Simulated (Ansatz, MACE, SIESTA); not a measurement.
# Running random packing of 70AlN-30Al2O3 (mol %) (156 atoms) with SIESTA

How do the settings of SIESTA change the result for random packing of 70AlN-30Al2O3 (mol %) (156 atoms)? A plane-wave run serves as the yardstick.

Calculated with SIESTA 5.4.2; the method is named at each step.

## Step 1: The starting structure

The cell holds 156 atoms: 70 Al, 38 N and 48 O. Its edges and angles: a = 18.645 Å, b = 9.322 Å, c = 9.322 Å, α = 90.0°, β = 90.0°, γ = 90.0°. 78 atoms (35 Al, 19 N, 24 O) packed at random in a cube at 3.27 g/cm³ and pushed apart as soft spheres, cations and anions kept from their own kind; a start for melting by ab initio MD, not an equilibrated structure. The cell was repeated 2 x 1 x 1. Then every atom was moved at random, 0.03 Å r.m.s. a Cartesian component.

The yardstick, on the same geometry:

* method: Kohn-Sham DFT, PBE, PAW, plane waves (Ansatz 0.2.0); cutoff 420 eV, Γ point, fermi-dirac smearing of 0.05 eV; PAW set soft_2
* r.m.s. force component: 1.962 eV/Å
* longest force: 6.461 eV/Å
* SCF cycles: 11
* time: 15 s on 8 threads of Arm Neoverse V2, shared host
* CPU time: 1.8 min

## Step 2: PBE, DZP, shift 0.01 Ry, mesh 350 Ry

Method: Kohn-Sham DFT, PBE, PseudoDojo 0.4.1 norm-conserving pseudopotentials (converted to PSML), numerical atomic orbitals (DZP), diagonalisation.

The .psml files are PseudoDojo norm-conserving potentials that we converted to this format, checked against plane waves on the same files for H, C, O, Si, Ge and Ca alone.

The input, input.fdf:

```
SystemLabel cell
NumberOfAtoms 156
NumberOfSpecies 3
%block ChemicalSpeciesLabel
  1 13 Al
  2 7 N
  3 8 O
%endblock ChemicalSpeciesLabel
LatticeConstant 1.0 Ang
%block LatticeVectors
  18.64480 0.00000 0.00000
  0.00000 9.32240 0.00000
  0.00000 0.00000 9.32240
%endblock LatticeVectors
PAO.BasisSize DZP
PAO.EnergyShift 0.01 Ry
XC.Functional GGA
XC.Authors PBE
MeshCutoff 350 Ry
%block kgrid_Monkhorst_Pack
  1 0 0 0.0
  0 1 0 0.0
  0 0 1 0.0
%endblock kgrid_Monkhorst_Pack
SolutionMethod diagon
OccupationFunction FD
ElectronicTemperature 580 K
SCF.Mixer.Method Pulay
SCF.Mixer.Weight 0.15
SCF.Mixer.History 8
SCF.Mix Hamiltonian
MaxSCFIterations 150
SCF.DM.Tolerance 1e-04
SCF.H.Tolerance 1.0e-3 eV
WriteForces T
Write.HirshfeldPop T
Write.VoronoiPop T
Write.DM F
Write.H F
XML.Write F
AtomicCoordinatesFormat Fractional
%block AtomicCoordinatesAndAtomicSpecies
  0.37493 0.16295 0.33584 1
  0.50051 0.09007 0.58656 1
  0.10125 0.60565 0.74974 1
  0.48306 0.81642 0.37408 1
  0.44808 0.30852 0.75041 1
  0.20074 0.20281 0.10951 1
  0.47801 0.56431 0.45046 1
  0.26677 0.47801 0.10453 1
  0.39572 0.34138 0.99834 1
  0.05388 0.92582 0.08257 1
  0.10260 0.66723 0.03502 1
  0.03892 0.32488 0.57304 1
  0.33536 0.88565 0.29300 1
  0.23013 0.44963 0.53927 1
  0.39776 0.91440 0.58349 1
  0.11792 0.29436 0.78688 1
  0.37588 0.61193 0.03927 1
  0.03694 0.19369 0.05662 1
  0.48457 0.59502 0.86392 1
  0.25644 0.32807 0.88536 1
  0.14963 0.41819 0.00810 1
  0.14032 0.80471 0.23798 1
  0.26258 0.02829 0.46375 1
  0.08607 0.96774 0.41839 1
  0.32448 0.14220 0.09127 1
  0.03501 0.32081 0.31128 1
  0.11887 0.98989 0.87214 1
  0.24216 0.63735 0.86756 1
  0.48669 0.02534 0.86470 1
  0.43394 0.82698 0.13061 1
  0.40537 0.80179 0.88541 1
  0.26147 0.07252 0.76716 1
  0.24726 0.83489 0.64389 1
  0.33168 0.63739 0.47698 1
  0.32552 0.49190 0.72060 1
  0.33496 0.06921 0.60005 2
  0.03436 0.40763 0.76275 2
  0.39405 0.49398 0.86670 2
  0.31326 0.83974 0.48501 2
  0.04164 0.15033 0.75475 2
  0.00535 0.79981 0.91286 2
  0.12704 0.20269 0.96037 2
  0.41624 0.46984 0.61705 2
  0.18645 0.43715 0.79118 2
  0.33357 0.85807 0.74748 2
  0.05896 0.60121 0.31570 2
  0.18080 0.77408 0.98521 2
  0.24201 0.26755 0.63021 2
  0.31402 0.75287 0.96678 2
  0.02885 0.90792 0.66862 2
  0.23112 0.62492 0.63096 2
  0.37671 0.39515 0.23338 2
  0.21771 0.73796 0.34478 2
  0.01976 0.96876 0.26566 2
  0.28539 0.95100 0.14788 3
  0.32233 0.42986 0.45267 3
[... 96 atom lines left out ...]
  0.73901 0.08671 0.96001 3
  0.67930 0.59867 0.15600 3
  0.69841 0.34122 0.32740 3
  0.85214 0.27141 0.74009 3
%endblock AtomicCoordinatesAndAtomicSpecies
```

Started as:

```bash
OMP_NUM_THREADS=1 mpirun -np 4 siesta < input.fdf > output.txt
```

The program printed:

```text
Version         : 5.4.2
reinit: System Name:
reinit: System Label: cell
initatom: Reading input for the pseudopotentials and atomic orbitals ----------
Species number:   1 Atomic number:   13 Label: Al
Species number:   2 Atomic number:    7 Label: N
Species number:   3 Atomic number:    8 Label: O
Ground state valence configuration (from tables):   3s02  3p01  3d00  4f00
Ground state valence configuration (from tables):   2s02  2p03  3d00  4f00
Ground state valence configuration (from tables):   2s02  2p04  3d00  4f00
---- Processing specs for species: Al
GGA--PBE XC_GGA_X_PBE--XC_GGA_C_PBE pb
---- Processing specs for species: N
GGA--PBE XC_GGA_X_PBE--XC_GGA_C_PBE pb
---- Processing specs for species: O
GGA--PBE XC_GGA_X_PBE--XC_GGA_C_PBE pb
Al pseudopotential only contains V_ls up to l=2 -- lmxkb reset.
N pseudopotential only contains V_ls up to l=1 -- lmxkb reset.
O pseudopotential only contains V_ls up to l=2 -- lmxkb reset.
Using PAO.SplitTailNorm
%block ChemicalSpeciesLabel
    1   13 Al                      # Species index, atomic number, species label
    2    7 N                       # Species index, atomic number, species label
    3    8 O                       # Species index, atomic number, species label
%endblock ChemicalSpeciesLabel
%block PAO.Basis                 # Define Basis set
Al                    2                    # Species label, number of l-shells
 n=3   0   2                         # n, l, Nzeta
   6.130      4.449
   1.000      1.000
 n=3   1   2 P   1                   # n, l, Nzeta, Polarization, NzetaPol
   7.969      5.883
[...]
N                     2                    # Species label, number of l-shells
 n=2   0   2                         # n, l, Nzeta
[...]
n=2   1   2 P   1                   # n, l, Nzeta, Polarization, NzetaPol
[...]
O                     2                    # Species label, number of l-shells
 n=2   0   2                         # n, l, Nzeta
[...]
n=2   1   2 P   1                   # n, l, Nzeta, Polarization, NzetaPol
   4.300      2.782
   1.000      1.000
%endblock PAO.Basis
coor:   Atomic-coordinates input format  =     Fractional
siesta: System type = bulk
initatomlists: Number of atoms, orbitals, and projectors:    156  2028  2188
siesta: ******************** Simulation parameters ****************************
Total number of electrons:   688.000000
Total ionic charge:   688.000000
 Kpoints in:            1 . Kpoints trimmed:            1
siesta: k-grid: Number of k-points = 1
siesta: k-points from Monkhorst-Pack grid
siesta: k-cutoff (effective) =     4.661 Ang
siesta: k-point supercell and displacements
siesta: k-grid:     1     0     0      0.000
siesta: k-grid:     0     1     0      0.000
siesta: k-grid:     0     0     1      0.000
                     ====================================
                        Single-point calculation
                     ====================================
outcell: Unit cell vectors (Ang):
       18.644800    0.000000    0.000000
        0.000000    9.322400    0.000000
        0.000000    0.000000    9.322400
outcell: Cell vector modules (Ang)   :   18.644800    9.322400    9.322400
outcell: Cell angles (23,13,12) (deg):     90.0000     90.0000     90.0000
outcell: Cell volume (Ang**3)        :   1620.3663
Gamma-point calculation with interaction between periodic images
Gamma-point calculation with interaction between periodic images
Some features might not work optimally:
Some features might not work optimally:
e.g. DM initialization from atomic data
e.g. DM initialization from atomic data
new_DM -- step:     1
Initializing Density Matrix...
Attempting to read DM from file... Failed...
DM filled with atomic data:
InitMesh: MESH = 216 x 108 x 108 = 2519424
InitMesh: Mesh cutoff (required, used) =   350.000   370.932 Ry
stepf: Fermi-Dirac step function
        iscf     Eharris(eV)        E_KS(eV)     FreeEng(eV)     dDmax    Ef(eV) dHmax(eV)
   scf:    1   -35725.713628   -36417.866263   -36418.252469  1.876924 -6.279628 20.342530
   scf:    2   -35671.527059   -36343.654101   -36344.058919  1.328081 -5.686130 56.500676
   scf:    3   -35974.064760   -36440.092169   -36440.482502  1.307642 -5.754067 35.863322
[...]
scf:   38   -36628.465290   -36628.465290   -36628.992408  0.000092 -5.541529  0.001254
   scf:   39   -36628.465309   -36628.465300   -36628.992408  0.000035 -5.541510  0.000531
SCF Convergence by DM+H criterion
max |DM_out - DM_in|         :     0.0000352473
max |H_out - H_in|      (eV) :     0.0005308002
SCF cycle converged after 39 iterations
Using DM_out to compute the final energy and forces
siesta: E_KS(eV) =           -36628.4653
siesta: E_KS - E_eggbox =    -36628.4653
siesta: Atomic forces (eV/Ang):
     1    0.680256    4.005806    1.385745
     2   -0.501799   -1.727829   -0.904557
     3    1.950476    0.862369   -3.176650
[...]
155    1.895509   -0.270471   -1.205493
   156   -1.675239    1.907297    2.012623
----------------------------------------
   Tot    0.010237    0.001530   -0.012009
----------------------------------------
   Max    6.030585
   Res    1.935062    sqrt( Sum f_i^2 / 3N )
----------------------------------------
   Max    6.030585    constrained
Stress tensor Voigt[x,y,z,yz,xz,xy] (kbar):      -93.17     -123.55     -143.91       -8.62       22.67      -25.97
(Free)E + p*V (eV/cell)   -36507.4194
Target enthalpy (eV/cell)   -36628.9924
siesta: Program's energy decomposition (eV):
siesta: Ebs     =     -8739.833746
siesta: Eions   =     58720.717418
siesta: Ena     =     12643.112704
siesta: Ekin    =     23279.456475
siesta: Enl     =     -3367.051899
siesta: DEna    =       185.971146
siesta: DUscf   =        38.649573
siesta: Ex      =     -9826.520921
siesta: Ec      =      -861.364960
siesta: Exc     =    -10687.885881
siesta: Eharris =    -36628.465309
siesta: Etot    =    -36628.465300
siesta: FreeEng =    -36628.992408
siesta: Final energy (eV):
siesta:  Band Struct. =   -8739.833746
siesta:       Kinetic =   23279.456475
siesta:       Hartree =    9975.292354
siesta:         Exch. =   -9826.520921
siesta:         Corr. =    -861.364960
siesta:   Exch.-corr. =  -10687.885881
siesta:  Ion-electron =  -40289.369453
siesta:       Ion-ion =  -18905.958795
siesta:         Total =  -36628.465300
siesta:         Fermi =      -5.541510
siesta: Stress tensor (static) (eV/Ang**3):
siesta:    -0.058151   -0.016207    0.014148
siesta:    -0.016207   -0.077113   -0.005380
siesta:     0.014149   -0.005380   -0.089820
siesta: Cell volume =       1620.366277 Ang**3
siesta: Pressure (static):
siesta:                Solid            Molecule  Units
siesta:           0.00081716          0.00145489  Ry/Bohr**3
siesta:           0.07502810          0.13358199  eV/Ang**3
siesta:         120.20827119        214.02193784  kBar
    Orbital volume contribution        =         101.725968 eV
    (Free)E + p_basis*V_orbitals       =      -36527.266441 eV
    (Free)Eharris+ p_basis*V_orbitals  =      -36527.266450 eV
Hirshfeld Atomic Populations:
Atom #   charge [q] valence [e]  Species
     1     0.257883    2.742117  Al
     2     0.210644    2.789356  Al
     3     0.308458    2.691542  Al
[...]
36    -0.175119    5.175119  N
    37    -0.245851    5.245851  N
    38    -0.245650    5.245650  N
[...]
55    -0.205265    6.205265  O
    56    -0.186927    6.186927  O
    57    -0.127537    6.127537  O
[...]
--------------------
 Total    -0.000041
Voronoi Atomic Populations:
Atom #   charge [q] valence [e]  Species
[...]
112     0.424396    2.575604  Al
   113     0.309456    2.690544  Al
[...]
131    -0.156940    5.156940  N
   132    -0.315618    5.315618  N
[...]
155    -0.186115    6.186115  O
   156    -0.217401    6.217401  O
--------------------
 Total    -0.000041
```

It took 9.8 min on 4 MPI ranks of Arm Neoverse V2, shared host; peak memory 3.7 GiB; 39 min of CPU time.

Banners, paths, timers and routine set-up lines are dropped from the logs unmarked, and long logs keep their key lines alone; longer cuts are marked.

Numbers from this run, and their distance from the reference:

| Quantity | Value |
| --- | --- |
| r.m.s. force component | 1.935 eV/Å |
| r.m.s. difference of force components | 159.6 meV/Å |
| longest difference of force vectors | 474.7 meV/Å |
| force difference over r.m.s. force | 8.132 % |
| slope of forces against the reference's | 0.9831 |
| correlation of force components | 0.9967 |

Length of the force difference by element (eV/Å):

| element | atoms | mean | most |
| --- | --- | --- | --- |
| Al | 70 | 0.26 | 0.47 |
| N | 38 | 0.24 | 0.42 |
| O | 48 | 0.27 | 0.47 |

A closer look about N124, whose charge lies farthest from its element's mean: 10 atoms, nearest first, numbered in the order of the input, with positions taken from that point.

| atom | x | y | z | distance (Å) | bonds | Hirshfeld charge (e) | Fx | Fy | Fz (eV/Å) |
| --- | --- | --- | --- | --- | --- | --- | --- | --- | --- |
| N124 | 0.00 | 0.00 | 0.00 | 0.00 | 3 | -0.05 | -1.93 | 2.21 | 2.49 |
| Al7 | -1.56 | -0.39 | 1.27 | 2.05 | 4 | 0.24 | -0.07 | -1.09 | 0.25 |
| O136 | 0.74 | -1.82 | 1.23 | 2.31 | 2 | -0.20 | -1.76 | 1.15 | 2.73 |
| O137 | 0.67 | -1.89 | -1.18 | 2.33 | 2 | -0.17 | -0.69 | -2.18 | -1.96 |
| O57 | -2.26 | 0.03 | -0.62 | 2.34 | 1 | -0.13 | 0.53 | 1.20 | 1.79 |
| Al4 | -1.47 | 1.96 | 0.56 | 2.51 | 2 | 0.16 | -0.65 | -1.69 | -0.32 |
| Al100 | 1.52 | 1.90 | -0.67 | 2.53 | 3 | 0.23 | 2.79 | -0.85 | -0.34 |
| O151 | 0.81 | 1.27 | 2.13 | 2.61 | 0 | -0.17 | -1.09 | -1.47 | -0.66 |
| O148 | -0.99 | -0.18 | -2.43 | 2.63 | 2 | -0.21 | 1.04 | 1.17 | -0.85 |
| O154 | 2.19 | -0.07 | -1.47 | 2.64 | 2 | -0.11 | 0.39 | -1.11 | -1.95 |

Forces lie 8.1 % from the reference's, at 22 times its CPU time (on 4 against 8 cores).

## Step 3: PBE, SZ, shift 0.02 Ry, mesh 350 Ry

Method: Kohn-Sham DFT, PBE, PseudoDojo 0.4.1 norm-conserving pseudopotentials (converted to PSML), numerical atomic orbitals (SZ), diagonalisation.

Edit input.fdf of step 2 so:

```diff
@@ -14,4 +14,4 @@
 %endblock LatticeVectors
-PAO.BasisSize DZP
-PAO.EnergyShift 0.01 Ry
+PAO.BasisSize SZ
+PAO.EnergyShift 0.02 Ry
 XC.Functional GGA
@@ -28,3 +28,3 @@
 SCF.Mixer.Method Pulay
-SCF.Mixer.Weight 0.15
+SCF.Mixer.Weight 0.2
 SCF.Mixer.History 8
```

The program printed:

```text
Version         : 5.4.2
reinit: System Name:
reinit: System Label: cell
initatom: Reading input for the pseudopotentials and atomic orbitals ----------
Species number:   1 Atomic number:   13 Label: Al
Species number:   2 Atomic number:    7 Label: N
Species number:   3 Atomic number:    8 Label: O
Ground state valence configuration (from tables):   3s02  3p01  3d00  4f00
Ground state valence configuration (from tables):   2s02  2p03  3d00  4f00
Ground state valence configuration (from tables):   2s02  2p04  3d00  4f00
---- Processing specs for species: Al
GGA--PBE XC_GGA_X_PBE--XC_GGA_C_PBE pb
---- Processing specs for species: N
GGA--PBE XC_GGA_X_PBE--XC_GGA_C_PBE pb
---- Processing specs for species: O
GGA--PBE XC_GGA_X_PBE--XC_GGA_C_PBE pb
[... lines left out ...]
Total number of electrons:   688.000000
[... lines left out ...]
stepf: Fermi-Dirac step function
        iscf     Eharris(eV)        E_KS(eV)     FreeEng(eV)     dDmax    Ef(eV) dHmax(eV)
[... lines left out ...]
SCF Convergence by DM+H criterion
[... lines left out ...]
SCF cycle converged after 52 iterations
[... lines left out ...]
   Max    7.923144
[... lines left out ...]
   Max    7.923144    constrained
Stress tensor Voigt[x,y,z,yz,xz,xy] (kbar):     -236.58     -254.42     -292.93       11.76       30.96      -37.50
[... lines left out ...]
siesta: Etot    =    -36434.033706
siesta: FreeEng =    -36434.588120
siesta: Final energy (eV):
siesta:  Band Struct. =   -7548.972178
siesta:       Kinetic =   23986.769334
siesta:       Hartree =   10349.460862
siesta:         Exch. =   -9927.368292
siesta:         Corr. =    -859.252993
siesta:   Exch.-corr. =  -10786.621285
siesta:  Ion-electron =  -40435.501874
siesta:       Ion-ion =  -19548.140743
siesta:         Total =  -36434.033706
siesta:         Fermi =      -3.496310
siesta: Stress tensor (static) (eV/Ang**3):
siesta:    -0.147663   -0.023406    0.019325
siesta:    -0.023406   -0.158794    0.007340
siesta:     0.019325    0.007340   -0.182829
siesta: Cell volume =       1620.366277 Ang**3
siesta: Pressure (static):
siesta:                Solid            Molecule  Units
siesta:           0.00177633          0.00289238  Ry/Bohr**3
siesta:           0.16309550          0.26556630  eV/Ang**3
siesta:         261.30779540        425.48412101  kBar
    Orbital volume contribution        =          36.503355 eV
    (Free)E + p_basis*V_orbitals       =      -36398.084765 eV
    (Free)Eharris+ p_basis*V_orbitals  =      -36398.084764 eV
Hirshfeld Atomic Populations:
Atom #   charge [q] valence [e]  Species
     1     0.265602    2.734398  Al
     2     0.235963    2.764037  Al
     3     0.281763    2.718237  Al
[...]
36    -0.204418    5.204418  N
    37    -0.258089    5.258089  N
    38    -0.254827    5.254827  N
[...]
55    -0.202495    6.202495  O
    56    -0.186494    6.186494  O
    57    -0.141873    6.141873  O
[...]
--------------------
 Total    -0.000032
Voronoi Atomic Populations:
Atom #   charge [q] valence [e]  Species
[...]
112     0.415754    2.584246  Al
   113     0.288831    2.711169  Al
[...]
131    -0.202017    5.202017  N
   132    -0.331260    5.331260  N
[...]
155    -0.178090    6.178090  O
   156    -0.229490    6.229490  O
--------------------
 Total    -0.000032
```

Run time: 92 s. Hardware: 4 MPI ranks; peak memory 1.6 GiB.

Numbers from this run, and their distance from the reference:

```
r.m.s. force component                  : 2.303 eV/Å
r.m.s. difference of force components   : 865.6 meV/Å
longest difference of force vectors     : 3438 meV/Å
force difference over r.m.s. force      : 44.12 %
slope of forces against the reference's : 1.092
correlation of force components         : 0.93
```

This is a coarse setting, run to see what it loses.

Against the first run (8.1 %), the force difference from the reference is 44 %, at 0.16 times the CPU time.

## Step 4: Side by side

Differences are against the plane-wave reference, forces as r.m.s. over components; share is that over the reference's r.m.s. force, slope the least-squares factor from reference forces to these. Total energies of different programs have different zeros and aren't compared.

| run | Δ force, r.m.s. (meV/Å) | share (%) | slope | cores | CPU time | memory (GiB) |
| --- | --- | --- | --- | --- | --- | --- |
| reference | - | - | - | 8 | 1.8 min | 2.3 |
| SIESTA PBE, DZP, shift 0.01 Ry, mesh 350 Ry | 160 | 8.13 | 0.983 | 4 | 39 min | 3.7 |
| SIESTA PBE, SZ, shift 0.02 Ry, mesh 350 Ry (coarse) | 866 | 44.1 | 1.092 | 4 | 6.1 min | 1.6 |

Rows marked coarse were listed beforehand as settings not expected to be converged; some can still land near the reference.

CPU time is summed over cores on a shared host, where runs went side by side, so it is rough. Symmetry, cutoffs, thresholds, outputs and thread counts weren't matched or tuned between programs; memory under MPI is the largest rank's times the ranks.

## Step 5: Summary of results

| Quantity | Value |
| --- | --- |
| nearest in forces | SIESTA PBE, DZP, shift 0.01 Ry, mesh 350 Ry, 8.1 % |
| its CPU time | 39 min |

What this shows: The PBE run in local orbitals, coarse settings apart, differs by 8.1 % (SIESTA PBE, DZP, shift 0.01 Ry, mesh 350 Ry); basis, grid and potentials can all enter. Runs with settings chosen to be coarse differ by 44 % (SIESTA PBE, SZ, shift 0.02 Ry, mesh 350 Ry), their programs' other errors included. None of the electronic-structure runs in the table takes under half the reference's CPU time of 1.8 min; they take 3.4 to 22 times as much. The electronic-structure runs sample only Γ, in a cell whose shortest periodic width is 9 Å, which is coarse for a cell with partly filled levels.

[Also dropped from logs without a mark: logging warnings of Python, and SIESTA's first energy breakdown and zero terms.]

[Logs are printed without paths, hosts, clocks, repeated set-up lines and the standing remarks that a program may print on its own settings, such as how far it seeks lower states.]

[Hosts, paths, dates, database ids (printed as entryN), source tags and the programs' standing remarks are cut or masked in the printed files.]
